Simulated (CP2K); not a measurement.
Consider silicon tetrachloride at its PBE geometry (Å).

```xyz
5

Cl   -1.1920   -1.2157   -1.1123
Si    0.0001    0.0001    0.0001
Cl   -0.7944    1.8716    0.0450
Cl    0.1300   -0.7271    1.8949
Cl    1.8563    0.0711   -0.8277
```

Method: CP2K XAS_TDP, all-electron GAPW, PBEh(45%), aug-pc-1, TDA, GW2X-corrected core level, ZORA, spin–orbit coupling.

Predict the bright core excitations at the Cl L₂,₃ edge.

Leading lines: Cl1 202.97 eV. The leading line of an atom is its first one with 35 % of the strongest within 2.5 eV of its lowest line over the strength cut. Core ionisation energies at this level: Cl1 207.47/207.57/209.05 eV; the 2p½ level lies 1.54 eV above the 2p3/2 pair.

The first six lines of each atom with a strength over 0.0003:

```tsv
atom	energy (eV)	states	strength, one atom	above the computed threshold
Cl1 (bonded to Si), 4 alike	202.97	2	0.0053	
	204.48	2	0.0035	
	204.69	1	0.0004	
	205.29	2	0.0014	
	205.43	1	0.0008	
	205.67	2	0.0005
```

Lines are vertical, at one geometry, with no vibrational structure. GW2X ionisation energies and lines can be off by 1 to 2 eV either way, and a good line position may hide errors that cancel. Rydberg lines, and the discretised continuum above threshold, depend on the basis and the box.

[Banner, clock and machine lines of the logs are left out without a mark of their own.]

[Logs are printed without paths, hosts, clocks, repeated set-up lines and the standing remarks that a program may print on its own settings, such as how far it seeks lower states.]

[Hosts, paths, dates, database ids (printed as entryN), source tags and the programs' standing remarks are cut or masked in the printed files.]
